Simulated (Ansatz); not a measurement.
# CuI (Marshite): converging the G0W0 gap, part 2 of 2

How do accuracy and time trade against each other in G0W0 on CuI (Marshite)?

Ansatz 0.2.0; G0W0 on PBE, plane waves, PAW. Known limits of the many-body steps: not at the basis limit; d shell near the gap, gap tends to lie low; no spin-orbit coupling.

So far. Step 4 (357 empty bands, screening to 200 eV): Against the run with 4×4×4 mesh, 166 empty bands, screening to 120 eV, the gap moves by −0.08 eV.

The database entry behind the starting cell differs from later determinations by our own check (about 0.15 % long (mineral sample)), so it need not match the best structure at ambient conditions.

In doubt: one-shot GW on d or f shells is unsure (steps 2, 3, 4, 5, 6), so the values of those runs are not to be relied on.

## (5) Changing the frequency model: 4×4×4 mesh, 166 empty bands, screening to 120 eV, plasmon pole

A plasmon pole stands in for the full frequency dependence of the screening; this run shows what that costs in accuracy. Bands and cutoff differ from the step before, so it is read against an earlier run that matches them.

File input.yaml:

```yaml
crystal:
  lattice:
    - [0.0, 3.0315, 3.0315]
    - [3.0315, 0.0, 3.0315]
    - [3.0315, 3.0315, 0.0]
  atoms:
    - { symbol: Cu, position: [0.25, 0.25, 0.25] }
    - { symbol: I, position: [0.0, 0.0, 0.0] }
kpoints:
  mp_grid: { grid: [4, 4, 4] }
hamiltonian:
  xc: pbe
scf:
  occupations: { method: fixed }
gw:
  n_empty_bands: 166
  ecut_chi: 120
  qp_bands: [v2, c2]
  qp_kpoints: band_edges
  screening: { model: godby_needs }
```

Command:

```console
$ ansatz run input.yaml --threads 3 --pin off --max-ram 92160MiB --backend cuda --events-out ev --progress --plain --runs-dir out --devices 1 --max-vram 13GiB  # rebuilt from the run's record
```

Numbers of over 12 decimals in the logs are rounded to 6 here.

Output:

```text
GPUs: using 1 of 1 available (devices: 1).
[...]
GPU FFT provider: cuFFT
GPU libraries: cuBLAS 13.8.2, cuFFT 12.4.0, cuSOLVER 12.3.4
Crystal: 2 atoms, lattice volume = 55.719 Å³
Basis set: ecut = 420 eV, 1067 PW (Γ)
Bands: 22, of which v1, the nominal top of the filled ones, is band 18 counted from 1 (17 counted from 0)
Symmetry: 24 space group operations
[...]
k-points: 8 of 64 (time reversal used)
[...]
1    20     13.5934    -7.1787    -4.3478   -11.7666  0.8068    13.8338    13.8334  root
[...]
6    17      6.6693   -41.6485     8.0110   -32.9531  0.7294     5.9803     5.9848  root
     6    18      6.6693   -41.6485     8.0110   -32.9531  0.7294     5.9803     5.9848  root
     6    19     10.8735    -9.4132    -3.1696   -12.6009  0.8133    10.8916    10.8916  root
     6    20     11.0618   -10.8944    -3.4715   -14.6263  0.8054    11.3225    11.3221  root
[key lines of the parts left out:]
SCF converged after 6 iterations
Free energy (F): -14138.331692 eV
Fermi energy:    8.168152 eV
```

Wall time 8.5 s (1 × NVIDIA H100 80GB HBM3 (shared by 6 runs) with 3 threads of AMD EPYC 7R13 (Zen 3), shared host); peak memory 1.2 GiB.

This step gave:

```
bands summed                                 : 184
plasmon-pole fit frequency                   : 29.85 eV
RPA ε∞ on this mesh (eigenvalues)            : 9.418, 9.418, 9.418
plane waves in the screening matrix          : 169
G0W0 gap on the mesh                         : 1.945 eV
k of the valence top                         : 0, 0, 0
k of the conduction bottom                   : 0, 0, 0
starting gap on the mesh                     : 1.118 eV
least direct G0W0 gap on the computed points : 1.945 eV
```

Against the run with 4×4×4 mesh, 166 empty bands, screening to 120 eV, the gap moves by −0.004 eV.

## (6) Changing the files: 4×4×4 mesh, 166 empty bands, screening to 120 eV, hard PAW files

Other atomic data (hard PAW) test the pseudisation: the cutoff goes from 420 to 700 eV, with the same valence electrons.

Changes to input.yaml since step 5:

```diff
@@ -12,2 +12,3 @@
   xc: pbe
+  pseudopotentials: { kind: paw, source: ansatz }
 scf:
@@ -19,2 +20,2 @@
   qp_kpoints: band_edges
-  screening: { model: godby_needs }
+  screening: { model: contour_deformation }
```

Output:

```text
GPUs: using 1 of 1 available (devices: 1).
[...]
GPU FFT provider: cuFFT
GPU libraries: cuBLAS 13.8.2, cuFFT 12.4.0, cuSOLVER 12.3.4
Crystal: 2 atoms, lattice volume = 55.719 Å³
Basis set: ecut = 700 eV, 2397 PW (Γ)
Bands: 22, of which v1, the nominal top of the filled ones, is band 18 counted from 1 (17 counted from 0)
Symmetry: 24 space group operations
[...]
k-points: 8 of 64 (time reversal used)
[...]
1    20     13.6964    -7.1790    -4.3552   -11.7669  0.7455    13.9315    13.9292  root
[...]
6    17      6.7723   -41.6488     8.0963   -32.9507  0.6500     6.1472     6.1705  root
     6    18      6.7723   -41.6488     8.0963   -32.9507  0.6500     6.1472     6.1705  root
     6    19     10.9746    -9.4136    -3.1494   -12.6013  0.7687    11.0129    11.0129  root
     6    20     11.1639   -10.8877    -3.4734   -14.6150  0.7589    11.4202    11.4177  root
[key lines of the parts left out:]
SCF converged after 9 iterations
Free energy (F): -14140.927629 eV
Fermi energy:    8.270742 eV
```

Wall time 5.9 s (1 × NVIDIA H100 80GB HBM3 (shared by 6 runs) with 3 threads); peak memory 1.2 GiB; 9.5 s of CPU time.

Numbers from this step:

```
bands summed                                 : 184
RPA ε∞ on this mesh (eigenvalues)            : 9.427, 9.427, 9.427
plane waves in the screening matrix          : 169
G0W0 gap on the mesh                         : 1.952 eV
k of the valence top                         : 0, 0, 0
k of the conduction bottom                   : 0, 0, 0
starting gap on the mesh                     : 1.118 eV
least direct G0W0 gap on the computed points : 1.952 eV
```

Against the run with 4×4×4 mesh, 166 empty bands, screening to 120 eV, the gap moves by +0.003 eV.

## (7) The runs together

Times are wall times on 1 × NVIDIA H100 80GB HBM3 (shared by 6 runs) with 3 threads of AMD EPYC 7R13 (Zen 3), shared host, good to a factor of about two.

| mesh | files | frequency | bands summed | cutoff (eV) | start (eV) | G0W0 (eV) | time | host memory (GiB) |
| --- | --- | --- | --- | --- | --- | --- | --- | --- |
| 4×4×4 | default PAW | contour deformation | 76 | 60 | 1.118 | 2.312 | 5.2 s | 1.0 |
| 4×4×4 | default PAW | contour deformation | 184 | 120 | 1.118 | 1.949 | 6.3 s | 1.1 |
| 4×4×4 | default PAW | contour deformation | 375 | 200 | 1.118 | 1.872 | 9 s | 1.3 |
| 4×4×4 | default PAW | plasmon pole | 184 | 120 | 1.118 | 1.945 | 8.5 s | 1.2 |
| 4×4×4 | hard PAW | contour deformation | 184 | 120 | 1.118 | 1.952 | 5.9 s | 1.2 |

The parts of the quasiparticle energy at the two band edges (eV; QP = start + Σx + Σc − Vxc):

| run | edge | start | Σx | Σc | Vxc | Z | QP |
| --- | --- | --- | --- | --- | --- | --- | --- |
| 76 bands | valence top | 8.17 | -35.92 | 5.45 | -29.83 | 0.71 | 7.53 |
| 76 bands | conduction bottom | 9.29 | -8.06 | -3.89 | -12.50 | 0.77 | 9.84 |
| 184 bands | valence top | 8.17 | -35.92 | 5.53 | -29.83 | 0.70 | 7.61 |
| 184 bands | conduction bottom | 9.29 | -8.06 | -4.17 | -12.50 | 0.77 | 9.56 |
| 375 bands | valence top | 8.17 | -35.92 | 5.46 | -29.83 | 0.70 | 7.54 |
| 375 bands | conduction bottom | 9.29 | -8.06 | -4.31 | -12.50 | 0.77 | 9.42 |

## (8) Summary of results

```json
{
 "76 bands, 60 eV": "2.312 eV",
 "184 bands, 120 eV": "1.949 eV",
 "375 bands, 200 eV": "1.872 eV",
 "estimated limit in bands and cutoff": "1.80 eV",
 "mesh and start": "4×4×4, PBE"
}
```

In words: A line in one over the bands through the two highest rungs gives 1.80 eV, −0.07 eV from the top rung; the pair below gives 1.69 eV, so the series converges faster than that law. The rungs stand 0.51 eV (76 bands), 0.15 eV (184 bands) and 0.07 eV (375 bands) from it. From 76 to 375 bands the gap moves by −0.44 eV. Σc changes by +0.01 eV at the valence top and −0.43 eV at the conduction bottom, so the conduction edge carries most of the change. The plasmon-pole model gives −0.004 eV against contour deformation, 0 % of the correction, and saved no time in this program. Hard PAW files move the gap by +0.003 eV at equal bands and cutoff, −0.001 eV of it in the start. The cheapest rung within 0.1 eV of this estimate is that with 375 bands (9 s). A d shell, filled or nearly so, lies near the gap. One-shot GW converges very slowly in bands there, not always from below, and on a semilocal start the gap tends to come out low; starts rich in exact exchange can overshoot instead. The many-body steps are scalar-relativistic: spin-orbit coupling is not in them.

[Paths, hosts, dates, memory and timing lines, banners, echoed tables and standing remarks are left out of the program output.]

[Logs are printed without paths, hosts, clocks, repeated set-up lines and the standing remarks that a program may print on its own settings, such as how far it seeks lower states.]

[Runs of the session that timed out or met a known fault of the program may be left out.]

[Cells called generated may have been cut or substituted from an entry of the Crystallography Open Database or the Materials Project.]

[Hosts, paths, dates, database ids (printed as entryN), source tags and the programs' standing remarks are cut or masked in the printed files.]
